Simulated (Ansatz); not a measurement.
**ZnCu (Pm-3m): the cell at rest**

Task: relax ZnCu (Pm-3m) tightly.

Program: Ansatz 0.2.0. Level of theory: DFT PBEsol, scalar-relativistic, plane waves, PAW. Results are calculated unless marked as measured.

### 1. The starting structure

It takes space group Pm-3m (No. 221, cubic). The conventional cell has a = 2.945 Å, b = 2.945 Å, c = 2.945 Å, α = 90.00°, β = 90.00°, γ = 90.00°. Nearest to Zn lie 8 Cu at 2.55 Å. Cu has 8 Zn at 2.55 Å nearest. Farther neighbours are not listed.

### 2. A coarse first look

First a cheap look: the gap decides the mesh and the occupations, the pressure tells how far the cell has to move.

Contents of input.yaml:

```yaml
crystal:
  lattice:
    - [2.945, 0.0, 0.0]
    - [0.0, 2.945, 0.0]
    - [0.0, 0.0, 2.945]
  atoms:
    - { symbol: Zn, position: [0.5, 0.5, 0.5] }
    - { symbol: Cu, position: [0.0, 0.0, 0.0] }
kpoints:
  mp_grid: { grid: [6, 6, 6] }
hamiltonian:
  xc: pbesol
scf:
  occupations: { method: gaussian, width: 0.1 }
output:
  forces: true
  stress: true
  eigenvalues: true
```

Launch:

```sh
$ ansatz run input.yaml --threads 4 --pin off --max-ram 7168MiB --backend cpu --events-out ev --progress --plain --runs-dir out
```

Numbers of over 12 decimals in the logs are rounded to 6 here.

What it wrote:

```text
Engine: ansatz 0.2.0, aarch64-unknown-linux-gnu
Pseudopotentials: kind: paw
Pseudopotential: Zn, paw, valence charge 12, recommended cutoff 420 eV (normal), Zn.paw.azcp
Pseudopotential: Cu, paw, valence charge 19, recommended cutoff 420 eV (normal), Cu.paw.azcp
Functional definition: PBEsol
  exchange = pbesol_x
  correlation = pbesol_c
Crystal: 2 atoms, lattice volume = 25.542 Å³
[...]
--- Band table (eV; the first three rows and the last of 20) ---
  k-point 0: bands = [... 12 lower, 11.6103, 11.6103, 11.6103, 20.4783, 20.4783, 20.4783, 25.5647, 25.5647]
  k-point 1: bands = [... 12 lower, 11.4540, 11.4540, 11.5907, 17.2911, 21.2299, 21.2299, 25.8280, 26.3474]
  k-point 2: bands = [... 12 lower, 11.1750, 11.1750, 11.5510, 13.5669, 23.2688, 23.2688, 26.6511, 27.1640]
  k-point 19: bands = [... 12 lower, 11.8696, 11.8696, 18.1513, 18.6252, 18.6252, 18.6252, 18.8429, 18.8429]
[key lines of the parts left out:]
SCF converged after 6 iterations
Free energy (F): -9869.788654 eV
Fermi energy:    14.290235 eV
P = ⅓ Tr σ = -4.1318 GPa (-41.318 kbar)
```

Wall time 0.94 s (4 threads of Arm Neoverse V1, shared host); peak memory 0.29 GiB; 1.6 s of CPU time.

Numbers from this step:

```
pressure          : -4.132 GPa
volume per atom   : 12.77 Å³
gap on the k-mesh : 0 eV
```

The coarse mesh shows no gap and a pressure of -4.1 GPa.

### 3. Relaxation

The cell and atoms are relaxed, since residual forces and stress would shift the frequencies.

input.yaml, the sections that differ from step 2:

```yaml
kpoints:
  mp_grid: { grid: [14, 14, 14] }
output:
  forces: true
  stress: true
  eigenvalues: true
  write_density: true
  write_potential: true
  elf: true
  volumetric_format: npy
relax:
  adjacent_minimum: "off"
  f_tol: 0.005
  max_steps: 80
  cell: { stress_tol: 0.05 }
# crystal, hamiltonian, scf: as in step 2
```

What it wrote:

```text
[...]
Crystal: 2 atoms, lattice volume = 25.542 Å³
Basis set: ecut = 420 eV, 485 PW (Γ), exchange–correlation on 40×40×40 points (8 copies of the dense FFT grid, shifted against one another)
Bands: 20, of which v1, the nominal top of the filled ones, is band 16 counted from 1 (15 counted from 0)
Symmetry: 48 space group operations
[...]
k-points: 120 of 2744
[...]
SCF iter   1: F=—  HF=-9869.878414 eV  |F-HF|=—  |Δ(HF+E_count)|=         —  Δρ=1.37e-2  dr2=2.58e-2  ethr=1.77e-3  ⟨swp⟩=5.2  Hψ=10197  notcnv=0
[...]
SCF iter   6: F=-9869.873051 eV  HF=-9869.873051 eV  |F-HF|=3.69e-9  |Δ(HF+E_count)|=   3.65e-9  Δρ=3.19e-6  dr2=2.03e-9  ethr=3.23e-10  ⟨swp⟩=9.3  Hψ=16477  notcnv=0
SCF 1 converged in 6 iterations: F = -9869.873051 eV  dr2 = 2.03e-9
[...]
relax step   1: F+E_penalty+E_count = -9869.87305109 eV  Δ(F+E_penalty+E_count) = +0.000e0 eV  max|allowed force component| = 2.603e-29 eV/Å  Δτ_max = 0.0000 Å  P = -4.749 GPa  Ω = 25.542 Å³  (6 SCF iters, dr2 threshold 1.00e-7 eV, accepted)
Crystal: 2 atoms, lattice volume = 24.960 Å³
Basis set: ecut = 420 eV, 461 PW (Γ), exchange–correlation on 40×40×40 points (8 copies of the dense FFT grid, shifted against one another)
[...]
iter 1 solved again at ethr=3.58e-5 eV; its pass at ethr=3.10e-3 eV (dr2=1.11e-2 eV) is discarded
[...]
SCF iter   6: F=-9869.885862 eV  HF=-9869.885862 eV  |F-HF|=6.80e-10  |Δ(HF+E_count)|=   4.66e-8  Δρ=2.32e-6  dr2=1.08e-9  ethr=6.45e-10  ⟨swp⟩=9.0  Hψ=16948  notcnv=0
SCF 2 converged in 6 iterations: F = -9869.885862 eV  dr2 = 1.08e-9
relax step   2: F+E_penalty+E_count = -9869.88586152 eV  Δ(F+E_penalty+E_count) = -1.281e-2 eV  max|allowed force component| = 1.190e-29 eV/Å  Δτ_max = 0.0000 Å  P = -1.982 GPa  Ω = 24.960 Å³  energy of the carried Pulay correction = +4.626e-4 eV  (6 SCF iters, dr2 threshold 2.00e-7 eV, accepted)
Crystal: 2 atoms, lattice volume = 24.559 Å³
[...]
SCF iter   6: F=-9869.888501 eV  HF=-9869.888501 eV  |F-HF|=8.44e-10  |Δ(HF+E_count)|=   5.33e-8  Δρ=2.32e-6  dr2=1.08e-9  ethr=4.18e-10  ⟨swp⟩=9.0  Hψ=16887  notcnv=0
SCF 3 converged in 6 iterations: F = -9869.888501 eV  dr2 = 1.08e-9
relax step   3: F+E_penalty+E_count = -9869.88850068 eV  Δ(F+E_penalty+E_count) = -2.639e-3 eV  max|allowed force component| = 1.676e-30 eV/Å  Δτ_max = 0.0000 Å  P = +0.166 GPa  Ω = 24.559 Å³  energy of the carried Pulay correction = +7.873e-4 eV  (6 SCF iters, dr2 threshold 2.00e-7 eV, accepted)
[...]
relax step   4: F+E_penalty+E_count = -9869.88849216 eV  Δ(F+E_penalty+E_count) = +8.524e-6 eV  max|allowed force component| = 6.212e-30 eV/Å  Δτ_max = 0.0000 Å  P = +0.002 GPa  Ω = 24.588 Å³  energy of the carried Pulay correction = +7.634e-4 eV  (6 SCF iters, accepted)
[...]
SCF iter   6: F=-9869.887687 eV  HF=-9869.887687 eV  |F-HF|=1.82e-12  |Δ(HF+E_count)|=  1.24e-10  Δρ=1.25e-7  dr2=1.12e-12  ethr=1.00e-12  ⟨swp⟩=4.5  Hψ=11069  notcnv=0
SCF 5 converged in 6 iterations: F = -9869.887687 eV  dr2 = 1.12e-12
relax step   5: F+E_penalty+E_count = -9869.88768682 eV  Δ(F+E_penalty+E_count) = +8.053e-4 eV  max|allowed force component| = 1.841e-30 eV/Å  Δτ_max = 0.0000 Å  P = +0.018 GPa  Ω = 24.588 Å³  stress off target by 1.75e-2 GPa  SCF on the basis re-selected at this cell (its energy is not comparable with the rows above)  (6 SCF iters)
basis re-selected at this cell: Δ(F+E_penalty+E_count) = +8.053e-4 eV, ΔP = +0.015 GPa vs the last step (what re-selecting the basis moved, of the pressure what is left beyond the Pulay correction that the steps carried, after the strain that the cell walked since its last selection, with what the two solves' SCF thresholds leave and, on support functions, any second-order correction that the steps lacked; it is no m [...]
SCF converged after 6 iterations
Free energy (F): -9869.887687 eV
[...]
Internal energy: -9869.886263 eV  (E = F + TS)
E sigma→0 (E₀):  -9869.886975 eV
Entropy (-TS):   -0.001424 eV (-0.712 meV/atom)
Fermi energy:    15.058850 eV
[...]
--- Stress (GPa, compression-positive) ---
        0.017513      -0.000000      -0.000000
       -0.000000       0.017513      -0.000000
       -0.000000      -0.000000       0.017513
  P = ⅓ Tr σ = 0.0175 GPa (0.175 kbar)
--- Band table (eV; the first three rows and the last of 120) ---
  k-point 0: bands = [... 12 lower, 12.2843, 12.2843, 12.2843, 21.3286, 21.3286, 21.3286, 26.5249, 26.5249]
  k-point 1: bands = [... 12 lower, 12.2496, 12.2496, 12.2799, 20.4465, 21.4761, 21.4761, 26.5727, 27.0386]
  k-point 2: bands = [... 12 lower, 12.1556, 12.1556, 12.2675, 18.7117, 21.9078, 21.9078, 26.7174, 27.4088]
  k-point 119: bands = [... 12 lower, 12.5569, 12.5569, 19.1398, 19.4332, 19.4332, 19.4332, 19.6870, 19.6870]
--- Relaxed structure (4 steps of the walk, 4 accepted, 1 SCFs on fresh bases) ---
  F+E_penalty+E_count = -9869.88768682 eV   max|allowed force component| = 1.841e-30 eV/Å   (the final SCF, on the basis selected at the relaxed cell)
  cell:  # Å, volume = 24.5883 Å³
    - [2.907880, 0, 0]
    - [0, 2.907880, 0]
    - [0, 0, 2.907880]
  atoms:
    - { symbol: Zn, position: [0.5, 0.5, 0.5] }
    - { symbol: Cu, position: [0.0, 0, 0] }
```

Wall time 5.3 s (4 threads); peak memory 0.39 GiB; 19 s of CPU time.

The steps of the relaxation:

```tsv
step	energy less that of the first step (eV)	largest force component (eV/Å)	pressure (GPa)	volume (Å³)
1	0.0000	0.0000	-4.75	25.54
2	-0.0128	0.0000	-1.98	24.96
3	-0.0154	0.0000	0.17	24.56
4	-0.0154	0.0000	0.00	24.59
5*	-0.0146	0.0000	0.02	24.59
```

Relaxation steps marked * repeat the geometry before them on a plane-wave basis chosen anew for their cell, so energy and pressure can jump there.

Forces are held to the 48 operations that the run works with; a distortion that breaks them can't arise in this run.

```tsv
conventional cell, symmetrised	before	after	change
a (Å)	2.945	2.908	-1.3 %
b (Å)	2.945	2.908	-1.3 %
c (Å)	2.945	2.908	-1.3 %
volume (Å³/atom)	12.77	12.29	-3.7 %
```

The relaxed structure:

```cif
data_structure
_symmetry_space_group_name_H-M 'P 1'
_symmetry_Int_Tables_number 1
_cell_length_a 2.9079
_cell_length_b 2.9079
_cell_length_c 2.9079
_cell_angle_alpha 90.000
_cell_angle_beta 90.000
_cell_angle_gamma 90.000
_cell_volume 24.59
loop_
_atom_site_label
_atom_site_type_symbol
_atom_site_fract_x
_atom_site_fract_y
_atom_site_fract_z
_atom_site_occupancy
Zn1 Zn 0.50000 0.50000 0.50000 1
Cu2 Cu 0.00000 0.00000 0.00000 1
```

This step gave:

```yaml
pressure: 0.01751 GPa
volume_per_atom: 12.29 Å³
```

Electrostatic potential energy in the ac plane at fractional y = 0.000, with atoms of Cu within 0.2 Å of it. With pseudopotentials it is smooth inside the atoms' cores, unlike the true potential.

Ten even steps from '_' (-41 eV) to '@' (17 eV):
```
______::**%%@@@@@@@@%%**::____
____..==##@@@@@@@@@@@@##==..__
::::==**%%@@@@@@@@@@@@%%**==::
++**##%%@@@@@@@@@@@@@@@@%%##**
%%%%@@@@@@@@@@@@@@@@@@@@@@@@%%
@@@@@@@@@@@@@@@@@@@@@@@@@@@@@@
@@@@@@@@@@@@@@@@@@@@@@@@@@@@@@
@@@@@@@@@@@@@@@@@@@@@@@@@@@@@@
@@@@@@@@@@@@@@@@@@@@@@@@@@@@@@
%%%%@@@@@@@@@@@@@@@@@@@@@@@@%%
++**##%%@@@@@@@@@@@@@@@@%%##**
::::==**%%@@@@@@@@@@@@%%**==::
____..==##@@@@@@@@@@@@##==..__
______::**%%@@@@@@@@%%**::____
______::++%%@@@@@@@@%%++::____
```
Columns run along a (2.9 Å; values clipped at the 3rd and 97th percentile), rows up along c (2.9 Å). Atoms in or near the plane, at fractional coordinates: Cu at (0.00, 0.00).

ELF in the ac plane at fractional y = 0.000, with atoms of Cu within 0.2 Å of it. It is the smooth field of the valence electrons, not physical close to the nuclei.

Values, 15 rows by 15 columns:
```
0.86 0.75 0.46 0.25 0.19 0.16 0.20 0.26 0.26 0.20 0.16 0.19 0.25 0.46 0.75
0.55 0.46 0.30 0.21 0.17 0.17 0.22 0.28 0.28 0.22 0.17 0.17 0.21 0.30 0.46
0.27 0.25 0.21 0.18 0.17 0.19 0.26 0.30 0.30 0.26 0.19 0.17 0.18 0.21 0.25
0.19 0.19 0.17 0.17 0.19 0.24 0.29 0.31 0.31 0.29 0.24 0.19 0.17 0.17 0.19
0.16 0.16 0.17 0.19 0.24 0.29 0.31 0.31 0.31 0.31 0.29 0.24 0.19 0.17 0.16
0.19 0.20 0.22 0.26 0.29 0.31 0.31 0.31 0.31 0.31 0.31 0.29 0.26 0.22 0.20
0.25 0.26 0.28 0.30 0.31 0.31 0.31 0.30 0.30 0.31 0.31 0.31 0.30 0.28 0.26
0.25 0.26 0.28 0.30 0.31 0.31 0.31 0.30 0.30 0.31 0.31 0.31 0.30 0.28 0.26
0.19 0.20 0.22 0.26 0.29 0.31 0.31 0.31 0.31 0.31 0.31 0.29 0.26 0.22 0.20
0.16 0.16 0.17 0.19 0.24 0.29 0.31 0.31 0.31 0.31 0.29 0.24 0.19 0.17 0.16
0.19 0.19 0.17 0.17 0.19 0.24 0.29 0.31 0.31 0.29 0.24 0.19 0.17 0.17 0.19
0.27 0.25 0.21 0.18 0.17 0.19 0.26 0.30 0.30 0.26 0.19 0.17 0.18 0.21 0.25
0.55 0.46 0.30 0.21 0.17 0.17 0.22 0.28 0.28 0.22 0.17 0.17 0.21 0.30 0.46
0.86 0.75 0.46 0.25 0.19 0.16 0.20 0.26 0.26 0.20 0.16 0.19 0.25 0.46 0.75
0.93 0.86 0.55 0.27 0.19 0.16 0.19 0.25 0.25 0.19 0.16 0.19 0.27 0.55 0.86
```
Columns run along a (2.9 Å), rows up along c (2.9 Å). Atoms in or near the plane, at fractional coordinates: Cu at (0.00, 0.00).

Valence density in the ac plane at fractional y = 0.000, with atoms of Cu within 0.2 Å of it. It is the smooth field of the valence electrons, not physical close to the nuclei.

Values in e/Å³, 15 rows by 15 columns:
```
48 34 13  4  1  0  0  0  0  0  0  1  4 13 34
18 13  6  2  1  0  0  0  0  0  0  1  2  6 13
 5  4  2  1  0  0  0  0  0  0  0  0  1  2  4
 1  1  1  0  0  0  0  0  0  0  0  0  0  1  1
 0  0  0  0  0  0  0  0  0  0  0  0  0  0  0
 0  0  0  0  0  0  0  0  0  0  0  0  0  0  0
 0  0  0  0  0  0  0  0  0  0  0  0  0  0  0
 0  0  0  0  0  0  0  0  0  0  0  0  0  0  0
 0  0  0  0  0  0  0  0  0  0  0  0  0  0  0
 0  0  0  0  0  0  0  0  0  0  0  0  0  0  0
 1  1  1  0  0  0  0  0  0  0  0  0  0  1  1
 5  4  2  1  0  0  0  0  0  0  0  0  1  2  4
18 13  6  2  1  0  0  0  0  0  0  1  2  6 13
48 34 13  4  1  0  0  0  0  0  0  1  4 13 34
70 48 18  5  1  0  0  0  0  0  0  1  5 18 48
```
Columns run along a (2.9 Å), rows up along c (2.9 Å). Atoms in or near the plane, at fractional coordinates: Cu at (0.00, 0.00).

In this step the volume went from 12.77 to 12.29 Å³/atom.

### 4. Relaxing to small forces for the phonons

Phonons need a cell at rest on their own settings, so the relaxation is repeated with tight tolerances on forces and stress on the k mesh and occupations of the first response run.

Contents of input.yaml:

```yaml
crystal:
  lattice:
    - [2.9078796817, 0.0, 0.0]
    - [0.0, 2.9078796817, 0.0]
    - [0.0, 0.0, 2.9078796817]
  atoms:
    - { symbol: Zn, position: [0.5, 0.5, 0.5] }
    - { symbol: Cu, position: [0.0, 0.0, 0.0] }
kpoints:
  mp_grid: { grid: [16, 16, 16] }
hamiltonian:
  xc: pbesol
scf:
  occupations: { method: methfessel_paxton, width: 0.15 }
output:
  forces: true
  stress: true
  eigenvalues: true
relax:
  adjacent_minimum: "off"
  f_tol: 0.001
  max_steps: 60
  cell: { stress_tol: 0.01 }
```

What it wrote:

```text
[...]
Crystal: 2 atoms, lattice volume = 24.588 Å³
Basis set: ecut = 420 eV, 461 PW (Γ), exchange–correlation on 40×40×40 points (8 copies of the dense FFT grid, shifted against one another)
Bands: 20, of which v1, the nominal top of the filled ones, is band 16 counted from 1 (15 counted from 0)
[... 1 set-up line as in the run before ...]
[...]
k-points: 165 of 4096
[...]
k-point 164: bands = [... 12 lower, 12.5489, 12.5489, 19.1325, 19.4267, 19.4267, 19.4267, 19.6799, 19.6799]
--- Relaxed structure (3 steps of the walk, 3 accepted, 1 SCFs on fresh bases) ---
[...]
cell:  # Å, volume = 24.5954 Å³
    - [2.908158, 0, 0]
    - [0, 2.908158, 0]
    - [0, 0, 2.908158]
  atoms:
    - { symbol: Zn, position: [0.5, 0.5, 0.5] }
    - { symbol: Cu, position: [0, 0, 0] }
[key lines of the parts left out:]
SCF converged after 4 iterations
Free energy (F): -9869.881801 eV
Fermi energy:    15.039090 eV
P = ⅓ Tr σ = -0.0003 GPa (-0.003 kbar)
```

Wall time 4.8 s (4 threads); peak memory 0.4 GiB.

Little changed from the start: no atom moved by 0.005 Å and no cell edge by 0.1 %.

This step gave:

| Quantity | Value |
| --- | --- |
| pressure | -2.51e-4 GPa |
| volume per atom | 12.30 Å³ |

The forces vanish by symmetry and the pressure is 0.000 GPa, within the tolerances set. The cell now holds 12.30 Å³/atom.

### 5. Summary of results

| Property | Result |
| --- | --- |
| space group after relaxation (within 0.01 Å) | Pm-3m |
| lattice constant a | 2.908 Å |
| lattice constant b | 2.908 Å |
| lattice constant c | 2.908 Å |
| volume per atom | 12.3 Å³ |

The forces vanish by symmetry and the pressure is 0.000 GPa, within the tolerances set. The cell now holds 12.30 Å³/atom. The relaxation keeps the symmetry of its start, so it says nothing on stability against lower symmetry. The runs are without spin polarisation, although the cell has an odd electron count.

[Logs are printed without paths, hosts, clocks, repeated set-up lines and the standing remarks that a program may print on its own settings, such as how far it seeks lower states.]

[Hosts, paths, dates, database ids (printed as entryN), source tags and the programs' standing remarks are cut or masked in the printed files.]
